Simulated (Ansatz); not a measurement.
**BaAlPb (built on the sites of a database entry of BaAlGe): relaxing the cell for a phonon run**

Aim: bring BaAlPb (built on the sites of a database entry of BaAlGe) to small forces and stress, as phonons need.

Calculated with Ansatz 0.2.0; DFT LDA, scalar-relativistic, plane waves, PAW.

The structure was built from a prototype and need not be the compound's stable phase.

### Step 1. Starting point

The structure is hexagonal, space group P-6m2 (No. 187). Conventional cell: a = 4.468 Å, b = 4.468 Å, c = 5.366 Å, α = 90.00°, β = 90.00°, γ = 120.00°. Nearest to Ba lie 6 Pb at 3.72 Å and 6 Al at 3.72 Å. Nearest to Al lie 3 Pb at 2.58 Å and 6 Ba at 3.72 Å. Pb has 3 Al at 2.58 Å and 6 Ba at 3.72 Å nearest. Farther neighbours are not listed.

Structure file:

```cif
data_structure
_symmetry_space_group_name_H-M 'P 1'
_symmetry_Int_Tables_number 1
_cell_length_a 4.4679
_cell_length_b 4.4679
_cell_length_c 5.3662
_cell_angle_alpha 90.000
_cell_angle_beta 90.000
_cell_angle_gamma 120.000
_cell_volume 92.77
loop_
_atom_site_label
_atom_site_type_symbol
_atom_site_fract_x
_atom_site_fract_y
_atom_site_fract_z
_atom_site_occupancy
Ba1 Ba 0.00000 0.00000 0.00000 1
Al2 Al 0.66667 0.33333 0.50000 1
Pb3 Pb 0.33333 0.66667 0.50000 1
```

### Step 2. A coarse first look

First a cheap look: the gap decides the mesh and the occupations, the pressure tells how far the cell has to move.

input.yaml reads:

```yaml
crystal:
  lattice:
    - [4.46791, 0.0, 0.0]
    - [-2.23395, 3.86932, 0.0]
    - [0.0, 0.0, 5.36624]
  atoms:
    - { symbol: Ba, position: [0.0, 0.0, 0.0] }
    - { symbol: Al, position: [0.66666667, 0.33333333, 0.5] }
    - { symbol: Pb, position: [0.33333333, 0.66666667, 0.5] }
kpoints:
  mp_grid: { grid: [6, 6, 4] }
hamiltonian:
  xc: lda
scf:
  occupations: { method: gaussian, width: 0.1 }
output:
  forces: true
  stress: true
  eigenvalues: true
```

Run with:

```
> ansatz run input.yaml --threads 8 --pin off --max-ram 14336MiB --backend cpu --events-out ev --progress --plain --runs-dir out
```

Numbers of over 12 decimals in the logs are rounded to 6 here.

The program printed:

```text
Engine: ansatz 0.2.0, aarch64-unknown-linux-gnu
Pseudopotentials: kind: paw
Pseudopotential: Ba, paw, valence charge 10, recommended cutoff 420 eV (normal), Ba.paw.azcp
Pseudopotential: Al, paw, valence charge 3, recommended cutoff 420 eV (normal), Al.paw.azcp
Pseudopotential: Pb, paw, valence charge 14, recommended cutoff 420 eV (normal), Pb.paw.azcp
Functional definition: SPW92
  exchange = slater_x
[...]
--- Band table (eV; the first three rows and the last of 21) ---
  k-point 0: bands = [... 10 lower, 7.2071, 7.9727, 7.9727, 8.0965, 9.0122, 11.6865, 11.6865, 12.1883]
  k-point 1: bands = [... 10 lower, 5.9191, 8.1145, 8.1145, 8.8498, 9.6795, 10.7808, 10.7808, 11.5052]
  k-point 2: bands = [... 10 lower, 5.1677, 8.2850, 8.2850, 9.0825, 10.4307, 10.4307, 10.6040, 10.8822]
  k-point 20: bands = [... 10 lower, 3.0427, 5.7085, 7.7396, 8.3879, 11.3639, 11.7967, 12.7000, 12.9546]
[key lines of the parts left out:]
SCF converged after 7 iterations
Free energy (F): -17895.777172 eV
Fermi energy:    8.683759 eV
P = ⅓ Tr σ = 2.1346 GPa (21.346 kbar)
```

Run time: 0.74 s. Hardware: 8 threads of Arm Neoverse V2, shared host; peak memory 0.38 GiB.

This step gave:

```yaml
pressure: 2.135 GPa
volume_per_atom: 30.92 Å³
gap_on_the_k_mesh: 0 eV
```

The coarse mesh shows no gap and a pressure of 2.1 GPa.

### Step 3. Bringing the structure to rest

The cell and atoms are relaxed, since residual forces and stress would shift the frequencies.

input.yaml, the sections that differ from step 2:

```yaml
kpoints:
  mp_grid: { grid: [12, 12, 8] }
output:
  forces: true
  stress: true
  eigenvalues: true
  write_density: true
  write_potential: true
  elf: true
  volumetric_format: npy
relax:
  adjacent_minimum: "off"
  f_tol: 0.005
  max_steps: 80
  cell: { stress_tol: 0.05 }
# crystal, hamiltonian, scf: as in step 2
```

The program printed:

```text
[...]
Crystal: 3 atoms, lattice volume = 92.770 Å³
Basis set: ecut = 420 eV, 1847 PW (Γ)
Bands: 18, of which v1, the nominal top of the filled ones, is band 14 counted from 1 (13 counted from 0)
Symmetry: 12 space group operations
[...]
k-points: 95 of 1152 (time reversal used)
[...]
SCF iter   1: F=—  HF=-17895.788948 eV  |F-HF|=—  |Δ(HF+E_count)|=         —  Δρ=4.03e-3  dr2=2.05e-2  ethr=1.77e-3  ⟨swp⟩=8.1  Hψ=11548  notcnv=0
[...]
SCF iter   7: F=-17895.782323 eV  HF=-17895.782323 eV  |F-HF|=2.62e-8  |Δ(HF+E_count)|=   5.22e-8  Δρ=6.20e-6  dr2=5.08e-8  ethr=3.70e-10  ⟨swp⟩=11.7  Hψ=14907  notcnv=0
SCF 1 converged in 7 iterations: F = -17895.782323 eV  dr2 = 5.08e-8
[...]
relax step   1: F+E_penalty+E_count = -17895.78232311 eV  Δ(F+E_penalty+E_count) = +0.000e0 eV  max|allowed force component| = 1.619e-16 eV/Å  Δτ_max = 0.0000 Å  P = +2.214 GPa  Ω = 92.770 Å³  (7 SCF iters, dr2 threshold 1.00e-7 eV, accepted)
Crystal: 3 atoms, lattice volume = 95.551 Å³
Basis set: ecut = 420 eV, 1871 PW (Γ)
[...]
iter 1 solved again at ethr=5.13e-5 eV; its pass at ethr=3.10e-3 eV (dr2=1.39e-2 eV) is discarded
[...]
SCF iter   7: F=-17895.938802 eV  HF=-17895.938802 eV  |F-HF|=8.97e-9  |Δ(HF+E_count)|=   6.17e-8  Δρ=3.48e-6  dr2=1.90e-8  ethr=1.11e-9  ⟨swp⟩=13.5  Hψ=18101  notcnv=0
SCF 2 converged in 7 iterations: F = -17895.938802 eV  dr2 = 1.90e-8
relax step   2: F+E_penalty+E_count = -17895.93880239 eV  Δ(F+E_penalty+E_count) = -1.565e-1 eV  max|allowed force component| = 2.968e-17 eV/Å  Δτ_max = 0.0000 Å  P = -0.284 GPa  Ω = 95.551 Å³  energy of the carried Pulay correction = -2.779e-4 eV  (7 SCF iters, dr2 threshold 3.00e-7 eV, accepted)
Crystal: 3 atoms, lattice volume = 94.222 Å³
Basis set: ecut = 420 eV, 1883 PW (Γ)
[...]
SCF iter   5: F=-17895.948262 eV  HF=-17895.948262 eV  |F-HF|=2.63e-8  |Δ(HF+E_count)|=   8.84e-7  Δρ=7.74e-6  dr2=7.60e-8  ethr=1.11e-9  ⟨swp⟩=14.1  Hψ=20579  notcnv=0
SCF 3 converged in 5 iterations: F = -17895.948262 eV  dr2 = 7.60e-8
relax step   3: F+E_penalty+E_count = -17895.94826213 eV  Δ(F+E_penalty+E_count) = -9.460e-3 eV  max|allowed force component| = 7.363e-17 eV/Å  Δτ_max = 0.0000 Å  P = +0.018 GPa  Ω = 94.222 Å³  energy of the carried Pulay correction = -1.321e-4 eV  (5 SCF iters, dr2 threshold 3.00e-7 eV, accepted)
[...]
relax step   4: F+E_penalty+E_count = -17895.94844398 eV  Δ(F+E_penalty+E_count) = -1.818e-4 eV  max|allowed force component| = 1.550e-16 eV/Å  Δτ_max = 0.0000 Å  P = +0.019 GPa  Ω = 94.136 Å³  energy of the carried Pulay correction = -1.220e-4 eV  (5 SCF iters, dr2 threshold 3.18e-8 eV, accepted)
[...]
SCF iter   5: F=-17895.949136 eV  HF=-17895.949136 eV  |F-HF|=3.64e-12  |Δ(HF+E_count)|=  2.91e-11  Δρ=6.22e-8  dr2=7.22e-12  ethr=1.00e-12  ⟨swp⟩=7.3  Hψ=10085  notcnv=0
SCF 5 converged in 5 iterations: F = -17895.949136 eV  dr2 = 7.22e-12
relax step   5: F+E_penalty+E_count = -17895.94913610 eV  Δ(F+E_penalty+E_count) = -6.921e-4 eV  max|allowed force component| = 1.646e-16 eV/Å  Δτ_max = 0.0000 Å  P = +0.026 GPa  Ω = 94.136 Å³  stress off target by 3.78e-2 GPa  SCF on the basis re-selected at this cell (its energy is not comparable with the rows above)  (5 SCF iters)
basis re-selected at this cell: Δ(F+E_penalty+E_count) = -6.921e-4 eV, ΔP = +0.007 GPa vs the last step (what re-selecting the basis moved, of the pressure what is left beyond the Pulay correction that the steps carried, after the strain that the cell walked since its last selection, with what the two solves' SCF thresholds leave and, on support functions, any second-order correction that the steps lacked; it is no measure of the basis error at this ecutwfc). The dense FFT grid was sized anew with the basis: this SCF ran on 32×32×36 points, the steps before it on 30×30×36, so part of this shift can come from that change (see relax.cell in the input reference). [rest of the remark cut]
SCF converged after 5 iterations
Free energy (F): -17895.949136 eV
[...]
Internal energy: -17895.941477 eV  (E = F + TS)
E sigma→0 (E₀):  -17895.945306 eV
Entropy (-TS):   -0.007660 eV (-2.553 meV/atom)
Fermi energy:    8.521960 eV
[...]
--- Stress (GPa, compression-positive) ---
        0.037849      -0.000000       0.000000
       -0.000000       0.037849       0.000000
        0.000000       0.000000       0.001945
  P = ⅓ Tr σ = 0.0259 GPa (0.259 kbar)
--- Band table (eV; the first three rows and the last of 95) ---
  k-point 0: bands = [... 10 lower, 7.3617, 7.3617, 7.3749, 7.6004, 8.7062, 11.1679, 11.1679, 11.8901]
  k-point 1: bands = [... 10 lower, 6.8344, 7.4154, 7.4154, 7.6385, 9.2022, 10.6364, 10.6364, 12.0620]
  k-point 2: bands = [... 10 lower, 6.0051, 7.5576, 7.5576, 7.7673, 10.0157, 10.0645, 10.0645, 11.4123]
  k-point 94: bands = [... 10 lower, 2.8914, 5.8556, 7.4531, 8.0647, 11.1152, 11.4877, 12.1682, 12.7925]
--- Relaxed structure (4 steps of the walk, 4 accepted, 1 SCFs on fresh bases) ---
  F+E_penalty+E_count = -17895.94913610 eV   max|allowed force component| = 1.646e-16 eV/Å   (the final SCF, on the basis selected at the relaxed cell)
  cell:  # Å, volume = 94.1358 Å³
    - [4.675858, -3.02110944496548e-6, 0.0]
    - [-2.337926, 4.049413, 0.0]
    - [0.0, 0.0, 4.971663]
  atoms:
    - { symbol: Ba, position: [0, 0, 0.0] }
    - { symbol: Al, position: [0.666667, 0.333333, 0.5] }
    - { symbol: Pb, position: [0.333333, 0.666667, 0.5] }
```

Run time: 14 s. Hardware: 8 threads; peak memory 0.54 GiB.

Step by step:

| step | energy less that of the first step (eV) | largest force component (eV/Å) | pressure (GPa) | volume (Å³) |
| --- | --- | --- | --- | --- |
| 1 | 0.0000 | 0.0000 | 2.21 | 92.77 |
| 2 | -0.1565 | 0.0000 | -0.28 | 95.55 |
| 3 | -0.1659 | 0.0000 | 0.02 | 94.22 |
| 4 | -0.1661 | 0.0000 | 0.02 | 94.14 |
| 5* | -0.1668 | 0.0000 | 0.03 | 94.14 |

Relaxation steps marked * repeat the geometry before them on a plane-wave basis chosen anew for their cell, so energy and pressure can jump there.

Forces are held to the 12 operations that the run works with; a distortion that breaks them can't arise in this run.

| conventional cell, symmetrised | before | after | change |
| --- | --- | --- | --- |
| a (Å) | 4.468 | 4.676 | +4.7 % |
| b (Å) | 4.468 | 4.676 | +4.7 % |
| c (Å) | 5.366 | 4.972 | -7.4 % |
| volume (Å³/atom) | 30.92 | 31.38 | +1.5 % |

Final coordinates:

```
Ba Al Pb
1.0
     4.67586    0.00000    0.00000
    -2.33793    4.04941    0.00000
     0.00000    0.00000    4.97166
Ba Al Pb
1 1 1
Direct
  0.00000 0.00000 0.00000
  0.66667 0.33333 0.50000
  0.33333 0.66667 0.50000
```

Numbers from this step:

* pressure: 0.02588 GPa
* volume per atom: 31.38 Å³

ELF in the ab plane at fractional z = 0.500, with atoms of Al and Pb within 0.2 Å of it. It is the smooth field of the valence electrons, not physical close to the nuclei.

Ten even steps from '_' (0.01) to '@' (0.73), each cell a mean:
```
....--==++++++++++++==::....
::--==++++====++++++==::....
--==++++--::::==++++==--::::
++++++--______==++++++======
**++==..____..==++**********
**++--..__..==++##%%##**##%%
**++==----==++##@@%%==++%%@@
**++++++++++##@@##::__::%%@@
**++++++++##@@##::--..::%%%%
++++==++++####--..--..==%%##
------==++****::__..--****++
::::::--==**####**####**==::
......--++##@@@@@@%%##==::..
__..::--++##%%%%%%##++--....
```
Columns run along a (4.7 Å), rows up along b (4.7 Å). Atoms in or near the plane, at fractional coordinates: Al at (0.67, 0.33), Pb at (0.33, 0.67).

Valence density in the ab plane at fractional z = 0.500, with atoms of Al and Pb within 0.2 Å of it. It is the smooth field of the valence electrons, not physical close to the nuclei.

Ten steps, logarithmic in the rise over the least value, from '_' (0.03 × 1e0 e/Å³) to '@' (8.67 × 1e0 e/Å³), each cell a mean:
```
______..::--====--::..______
____..--==++**++==::..______
__..--++##%%##**==::..______
..::==##@@@@%%**==::....__..
::==**%%@@@@%%++--::........
--==**%%@@%%**==--::::::::::
--==**####**==--::::::::::::
--====++==----::::......::::
::::----::::::::..____..::::
..........::::....__..::::::
..____......::........::....
________....::::::::::....__
________..::::::::::....____
________..::----::::..______
```
Columns run along a (4.7 Å), rows up along b (4.7 Å). Atoms in or near the plane, at fractional coordinates: Al at (0.67, 0.33), Pb at (0.33, 0.67).

Electrostatic potential energy in the ab plane at fractional z = 0.500, with atoms of Al and Pb within 0.2 Å of it. With pseudopotentials it is smooth inside the atoms' cores, unlike the true potential.

Ten even steps from '0' (-34 eV) to '9' (11 eV), each cell a mean:
```
99998877899999
99985213789999
99840000589999
98501210699999
97113302799999
85012116888788
85000158865568
87434787556568
98888985677568
99999975786579
99999865665799
99999875567999
99999987789999
99999988899999
```
Columns run along a (4.7 Å; values clipped at the 3rd and 97th percentile), rows up along b (4.7 Å). Atoms in or near the plane, at fractional coordinates: Al at (0.67, 0.33), Pb at (0.33, 0.67).

In this step the volume went from 30.92 to 31.38 Å³/atom.

### Step 4. Tight relaxation

Phonons need a cell at rest on their own settings, so the relaxation is repeated with tight tolerances on forces and stress, using the mesh and the filling of the phonon run that follows.

input.yaml reads:

```yaml
crystal:
  lattice:
    - [4.6758578311, -3.0211e-06, 0.0]
    - [-2.3379262992, 4.0494131768, 0.0]
    - [0.0, 0.0, 4.9716626409]
  atoms:
    - { symbol: Ba, position: [0.0, 0.0, 0.0] }
    - { symbol: Al, position: [0.6666666667, 0.3333333333, 0.5] }
    - { symbol: Pb, position: [0.3333333333, 0.6666666667, 0.5] }
kpoints:
  mp_grid: { grid: [12, 12, 8] }
hamiltonian:
  xc: lda
scf:
  occupations: { method: methfessel_paxton, width: 0.2 }
output:
  forces: true
  stress: true
  eigenvalues: true
relax:
  adjacent_minimum: "off"
  f_tol: 0.001
  max_steps: 60
  cell: { stress_tol: 0.01 }
```

The program printed:

```text
[...]
Crystal: 3 atoms, lattice volume = 94.136 Å³
Basis set: ecut = 420 eV, 1883 PW (Γ)
Bands: 18, of which v1, the nominal top of the filled ones, is band 14 counted from 1 (13 counted from 0)
[... 1 set-up line as in the run before ...]
[...]
k-points: 95 of 1152 (time reversal used)
[...]
k-point 94: bands = [... 10 lower, 2.8871, 5.8497, 7.4491, 8.0619, 11.1080, 11.4822, 12.1605, 12.7866]
--- Relaxed structure (2 steps of the walk, 2 accepted, 1 SCFs on fresh bases) ---
[...]
cell:  # Å, volume = 94.1747 Å³
    - [4.676665, -3.0216215973398537e-6, 0]
    - [-2.338330, 4.050112, 0]
    - [0, 0, 4.972000]
  atoms:
    - { symbol: Ba, position: [0, 0, 0] }
    - { symbol: Al, position: [0.666667, 0.333333, 0.5] }
    - { symbol: Pb, position: [0.333333, 0.666667, 0.5] }
[key lines of the parts left out:]
SCF converged after 7 iterations
Free energy (F): -17895.944426 eV
Fermi energy:    8.514847 eV
P = ⅓ Tr σ = 0.0001 GPa (0.001 kbar)
```

Run time: 6.7 s. Hardware: 8 threads; peak memory 0.54 GiB.

Little changed from the start: no atom moved by 0.005 Å and no cell edge by 0.1 %.

Numbers from this step:

```
pressure        : 1.13e-4 GPa
volume per atom : 31.39 Å³
```

The forces vanish by symmetry and the pressure is 0.000 GPa, within the tolerances set. The cell now holds 31.39 Å³/atom.

### Step 5. Summary of results

| Property | Result |
| --- | --- |
| space group after relaxation (within 0.01 Å) | P-6m2 |
| lattice constant a | 4.677 Å |
| lattice constant b | 4.677 Å |
| lattice constant c | 4.972 Å |
| volume per atom | 31.4 Å³ |

What this shows: The forces vanish by symmetry and the pressure is 0.000 GPa, within the tolerances set. The cell now holds 31.39 Å³/atom. The relaxation keeps the symmetry of its start, so it says nothing on stability against lower symmetry. The runs are without spin polarisation, although the cell has an odd electron count. Spin-orbit coupling is left out, which can matter for the heavy elements here. The starting cell was built on a prototype and not taken from a measurement, so the phase need not exist.

[Logs are printed without paths, hosts, clocks, repeated set-up lines and the standing remarks that a program may print on its own settings, such as how far it seeks lower states.]

[Hosts, paths, dates, database ids (printed as entryN), source tags and the programs' standing remarks are cut or masked in the printed files.]
